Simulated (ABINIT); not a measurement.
# Quasiparticle gap of TlAsF6 (R-3) in ABINIT

Wanted: ground state, empty states, screening and self-energy for TlAsF6 (R-3).

Main program and level: ABINIT 10.8.3; PBEsol and many-body steps on it, plane waves.

**1. Set-up**

The structure is trigonal, space group R-3 (No. 148). The conventional cell has a = 7.441 Å, b = 7.441 Å, c = 7.448 Å, α = 90.00°, β = 90.00°, γ = 120.00°. Tl has 6 F at 2.95 Å nearest. Nearest to As lie 6 F at 1.75 Å. F has 1 As at 1.75 Å nearest. Farther neighbours and most contacts between anions are not listed.

The cell and positions are those that the Materials Project relaxed with its own functionals (PBE, PBE+U or r2SCAN), kept fixed. Spin-orbit coupling is left out unless a step names it.

**2. Ground state**

This step: ABINIT 10.8.3; DFT, PBEsol, plane waves, norm-conserving pseudopotentials.

The ground-state density comes first.

run.abi

```
acell 3*1.0 Angstrom
rprim 
  3.720723898783 2.148160944528 2.482723275713
  -3.720723898783 2.148160944528 2.482723275713
  0.000000000000 -4.296321889101 2.482723275674
ntypat 3
znucl 81 33 9
natom 8
typat 1 2 3 3 3 3 3 3
xred 
  0.000000000000 0.000000000000 0.000000000000
  0.500000000000 0.500000000000 0.500000000000
  0.698048100000 0.789498230000 0.423038160000
  0.789498230000 0.423038160000 0.698048100000
  0.210501770000 0.576961840000 0.301951900000
  0.423038160000 0.698048100000 0.789498230000
  0.576961840000 0.301951900000 0.210501770000
  0.301951900000 0.210501770000 0.576961840000
pp_dirpath "pseudos"
pseudos "Tl.upf, As.upf, F.upf"
ecut 44
ngkpt 4 4 4
nshiftk 1
shiftk 0 0 0
kptopt 1
chksymbreak 0
nband 51
occopt 1
tolvrs 1e-10
nstep 60
prtwf 0
optforces 0
optstress 0
indata_prefix "in"
outdata_prefix "out"
tmpdata_prefix "tmp"
```

Run with:

```
$ OMP_NUM_THREADS=1 mpirun -n 8 abinit run.abi > log
```

Numbers of over 12 decimals in the logs are rounded to 6 here.

The program printed:

```text
.Version 10.8.3 of ABINIT. v10.8.2 released Aug 2026.

 Symmetries : space group R-3 (#148); Bravais hR (rhombohedral)
================================================================================
 Values of the parameters that define the memory need of the present run
     intxc =       0    ionmov =       0      iscf =       7    lmnmax =       6
     lnmax =       6     mgfft =      60  mpssoang =       3    mqgrid =    3001
     natom =       8  nloc_mem =       1    nspden =       1   nspinor =       1
    nsppol =       1      nsym =       6    n1xccc =    2501    ntypat =       3
    occopt =       1   xclevel =       2
-    mband =          51        mffmem =           1         mkmem =           2
       mpw =       11262          nfft =      216000          nkpt =          14
================================================================================
  Rough estimation (10% accuracy) of disk space for files :
================================================================================

--------------------------------------------------------------------------------
------------- Echo of variables that govern the present computation ------------
--------------------------------------------------------------------------------
 -outvars: echo values of preprocessed input variables --------
            acell      1.8897261259E+00  1.8897261259E+00  1.8897261259E+00 Bohr

      chksymbreak           0
             ecut      4.40000000E+01 Hartree
-          fftalg         312

              ixc     -116133
              kpt      0.00000000E+00  0.00000000E+00  0.00000000E+00
                       2.50000000E-01  0.00000000E+00  0.00000000E+00
                       5.00000000E-01  0.00000000E+00  0.00000000E+00
                       2.50000000E-01  2.50000000E-01  0.00000000E+00
                       5.00000000E-01  2.50000000E-01  0.00000000E+00
                      -2.50000000E-01  2.50000000E-01  0.00000000E+00
                       2.50000000E-01  5.00000000E-01  0.00000000E+00
                       5.00000000E-01  5.00000000E-01  0.00000000E+00
                       2.50000000E-01  2.50000000E-01  2.50000000E-01
                       5.00000000E-01  2.50000000E-01  2.50000000E-01
                      -2.50000000E-01  2.50000000E-01  2.50000000E-01
[...]
kptrlatt        4    0    0      0    4    0      0    0    4
          kptrlen      3.75079336E+01
P           mkmem           2
            natom           8
            nband          51
            ngfft          60      60      60
             nkpt          14
            nstep          60
             nsym           6
           ntypat           3
              occ      2.000000  2.000000  2.000000  2.000000  2.000000  2.000000
                       2.000000  2.000000  2.000000  2.000000  2.000000  2.000000
                       2.000000  2.000000  2.000000  2.000000  2.000000  2.000000
                       2.000000  2.000000  2.000000  2.000000  2.000000  2.000000
                       2.000000  2.000000  2.000000  2.000000  2.000000  2.000000
                       2.000000  2.000000  2.000000  2.000000  2.000000  2.000000
                       2.000000  2.000000  2.000000  2.000000  2.000000  2.000000
                       2.000000  0.000000  0.000000  0.000000  0.000000  0.000000
[...]
optforces           0
        optstress           0
            prtwf           0
            rprim      3.7207238988E+00  2.1481609445E+00  2.4827232757E+00
[...]
spgroup         148

           tolvrs      1.00000000E-10

             xred      0.0000000000E+00  0.0000000000E+00  0.0000000000E+00
[...]
znucl       81.00000   33.00000    9.00000

================================================================================

 chkinp: Checking input parameters for consistency.

================================================================================
== DATASET  1 ==================================================================
-   mpi_nproc: 8, omp_nthreads: 1 (-1 if OMP is not activated)

--- !DatasetInfo
iteration_state: {dtset: 1, }
dimensions: {natom: 8, nkpt: 14, mband: 51, nsppol: 1, nspinor: 1, nspden: 1, mpw: 11262, }
cutoff_energies: {ecut:  44.0, pawecutdg:  -1.0, }
electrons: {nelect:   8.60000000E+01, charge:   0.00000000E+00, occopt:   1.00000000E+00, tsmear:   1.00000000E-02, }

 Real(R)+Recip(G) space primitive vectors, cartesian coordinates (Bohr,Bohr^-1):
 R(1)=  7.0311492  4.0594359  4.6916670  G(1)=  0.0711121  0.0410566  0.0710480
 R(2)= -7.0311492  4.0594359  4.6916670  G(2)= -0.0711121  0.0410566  0.0710480
 R(3)=  0.0000000 -8.1188717  4.6916670  G(3)=  0.0000000 -0.0821132  0.0710480
 Unit cell volume ucvol=  8.0347141E+02 bohr^3
 Angles (23,13,12)=  9.71514135E+01  9.71514135E+01  9.71514135E+01 degrees

 getcut: wavevector=  0.0000  0.0000  0.0000  ngfft=  60  60  60
         ecut(hartree)=     44.000   => boxcut(ratio)=   2.14307

--- Pseudopotential description ------------------------------------------------
- Tl Generated using ONCVPSP code by D. R. Hamann
- 81.00000  21.00000  180301                  znucl, zion, pspdat
12 -116133 2 -1 2008                          pspcod,pspxc,lmax,lloc,mmax
     nproj     2     2     2
  pspatm : epsatm=   25.94155489
[...]
12 -116133 2 -1 832                           pspcod,pspxc,lmax,lloc,mmax
     nproj     2     2     1
  pspatm : epsatm=    4.89824381
         --- l  ekb(1:nproj) -->
[...]
2   -2.394754
 pspatm: atomic psp has been read  and splines computed

   6.86463655E+03                                ecore*ucvol(ha*bohr**3)
--------------------------------------------------------------------------------

_setup2: Arith. and geom. avg. npw (full set) are   11192.484   11192.453

================================================================================

--- !BeginCycle
iteration_state: {dtset: 1, }
solver: {iscf: 7, nstep: 60, nline: 4, wfoptalg: 0, }
tolerances: {tolvrs: 1.00E-10, }

     iter   Etot(hartree)      deltaE(h)  residm     vres2
 ETOT  1  -641.86794489031    -6.419E+02 1.052E+00 1.310E+03
 ETOT  2  -643.89040483991    -2.022E+00 3.660E-02 5.960E+02
 ETOT  3  -644.01295574471    -1.226E-01 2.196E-02 4.897E+01
 ETOT  4  -644.01770739895    -4.752E-03 2.840E-03 1.749E+01
 ETOT  5  -644.01839455060    -6.872E-04 2.617E-03 2.524E-01
 ETOT  6  -644.01840903615    -1.449E-05 5.182E-04 4.708E-02
 ETOT  7  -644.01841449069    -5.455E-06 1.081E-03 8.664E-03
 ETOT  8  -644.01841494741    -4.567E-07 1.934E-04 2.993E-04
 ETOT  9  -644.01841495880    -1.138E-08 6.422E-04 2.758E-05
 ETOT 10  -644.01841496081    -2.015E-09 1.240E-04 1.545E-06
 ETOT 11  -644.01841496092    -1.110E-10 4.565E-04 9.210E-08
 ETOT 12  -644.01841496095    -3.126E-11 9.472E-05 7.536E-09
 ETOT 13  -644.01841496093     2.410E-11 3.546E-04 6.505E-10
 ETOT 14  -644.01841496095    -1.785E-11 7.206E-05 4.775E-11

 At SCF step   14       vres2   =  4.77E-11 < tolvrs=  1.00E-10 =>converged.

--- !ResultsGS
iteration_state: {dtset: 1, }
comment   : Summary of ground state results
lattice_vectors:
- [  7.0311492,   4.0594359,   4.6916670, ]
- [ -7.0311492,   4.0594359,   4.6916670, ]
- [  0.0000000,  -8.1188717,   4.6916670, ]
lattice_lengths: [   9.37698,    9.37698,    9.37698, ]
lattice_angles: [ 97.151,  97.151,  97.151, ] # degrees, (23, 13, 12)
lattice_volume:   8.0347141E+02
convergence: {deltae: -1.785E-11, res2:  4.775E-11, residm:  7.206E-05, diffor:  0.000E+00, }
etotal    :  -6.44018415E+02
entropy   :   0.00000000E+00
fermie    :   1.86356113E-02
cartesian_stress_tensor: null
pressure_GPa: null
xred      :
- [  0.0000E+00,   0.0000E+00,   0.0000E+00, Tl]
- [  5.0000E-01,   5.0000E-01,   5.0000E-01, As]
- [  6.9805E-01,   7.8950E-01,   4.2304E-01,  F]
- [  7.8950E-01,   4.2304E-01,   6.9805E-01,  F]
- [  2.1050E-01,   5.7696E-01,   3.0195E-01,  F]
- [  4.2304E-01,   6.9805E-01,   7.8950E-01,  F]
- [  5.7696E-01,   3.0195E-01,   2.1050E-01,  F]
- [  3.0195E-01,   2.1050E-01,   5.7696E-01,  F]
cartesian_forces: null
force_length_stats: {min: null, max: null, mean: null, }

 Integrated electronic density in atomic spheres:
 ------------------------------------------------
 Atom  Sphere_radius  Integrated_density
[...]
================================================================================

 ----iterations are completed or convergence reached----

 Mean square residual over all n,k,spin=   11.288E-08; max=  72.064E-06
 reduced coordinates (array xred) for    8 atoms
[...]
0.210501770000      0.576961840000      0.301951900000
       0.423038160000      0.698048100000      0.789498230000
       0.576961840000      0.301951900000      0.210501770000
       0.301951900000      0.210501770000      0.576961840000
 rms dE/dt=  0.0000E+00; max dE/dt=  0.0000E+00; dE/dt below (all hartree)
    1       0.000000000000      0.000000000000      0.000000000000
    2       0.000000000000      0.000000000000      0.000000000000
    3       0.000000000000      0.000000000000      0.000000000000
    4       0.000000000000      0.000000000000      0.000000000000
    5       0.000000000000      0.000000000000      0.000000000000
    6       0.000000000000      0.000000000000      0.000000000000
    7       0.000000000000      0.000000000000      0.000000000000
    8       0.000000000000      0.000000000000      0.000000000000

 cartesian coordinates (angstrom) at end:
    1      0.000000     0.000000     0.000000
    2      0.000000    -2.25e-11     3.724085
    3     -0.340261     1.377981     4.743453
    4      1.363497    -0.394316     4.743453
    5     -1.363497     0.394316     2.704717
    6     -1.023236    -0.983665     4.743453
    7      1.023236     0.983665     2.704717
    8      0.340261    -1.377981     2.704717
 length scales=  1.889726125908  1.889726125908  1.889726125908 bohr
              =  1.000000000000  1.000000000000  1.000000000000 angstroms
 prteigrs : about to open file out_EIG
 Fermi (or HOMO) energy (hartree) =   0.01864   Average Vxc (hartree)=  -0.35398
 Eigenvalues (hartree) for nkpt=  14  k points:
 kpt#   1, nband= 51, wtk=  0.01563, kpt=  0.0000  0.0000  0.0000 (reduced coord)
  -6.79359   -4.71673   -4.71667   -4.71667   -4.50260   -2.48374   -2.48339   -2.48339
  -1.30988   -1.30988   -1.30467   -1.30446   -1.30446   -0.83662   -0.77569   -0.77444
  -0.77444   -0.74475   -0.74475   -0.33051   -0.25849   -0.25813   -0.25813   -0.25728
  -0.25728   -0.18372   -0.18360   -0.18360   -0.11071   -0.11071   -0.09685   -0.08426
  -0.08426   -0.06335   -0.06335   -0.05870   -0.05094   -0.03845   -0.03845   -0.03767
  -0.02895   -0.02895   -0.01015    0.21607    0.29216    0.31233    0.31233    0.43455
   0.43455    0.44188    0.44475
 prteigrs : prtvol=0 or 1, do not print more k-points.

--- !EnergyTerms
iteration_state     : {dtset: 1, }
comment             : Components of total free energy in Hartree
kinetic             :  2.86574865823596E+02
hartree             :  2.64688122265531E+02
xc                  : -9.46884651376522E+01
Ewald energy        : -2.89320720449015E+02
psp_core            :  8.54372221915058E+00
local_psp           : -7.41516654092425E+02
non_local_psp       : -7.82992855901332E+01
total_energy        : -6.44018414960948E+02
total_energy_eV     : -1.75246338390268E+04
band_energy         : -9.42920884248635E+01

== END DATASET(S) ==============================================================
================================================================================

 -outvars: echo values of variables after computation  --------
           etotal     -6.4401841496E+02
            nband          51
             nkpt          14
          spgroup         148
 [... the other variables as echoed above ...]

 Calculation completed.
```

It took 4.1 min on 8 MPI ranks of Arm Neoverse N1, shared host; peak memory 1 GiB.

This step gave:

```
total energy               : -17524.6338 eV
gap                        : 4.665 eV
k of the valence top       : -0.25, 0.5, 0.25
k of the conduction bottom : 0.5, 0, 0
least direct gap           : 4.777 eV
```

The gap is indirect, with the least direct gap 0.11 eV higher.

(Continued in part 2 of 3.)

[Paths, hosts, dates, memory and timing lines, banners, echoed tables and standing remarks are left out of the program output.]

[Logs are printed without paths, hosts, clocks, repeated set-up lines and the standing remarks that a program may print on its own settings, such as how far it seeks lower states.]

[Runs of the session that timed out or met a known fault of the program may be left out.]

[Hosts, paths, dates, database ids (printed as entryN), source tags and the programs' standing remarks are cut or masked in the printed files.]

[G0W0 gaps are taken among the corrected bands and points alone; a level outside them can change the order at an edge.]

[Where Ansatz stands beside ABINIT at settings called matched, ABINIT's density can come from a denser mesh and the files from another edition; pairs whose starting gaps differed by over 0.03 eV were left out, so agreement reads better than it is.]
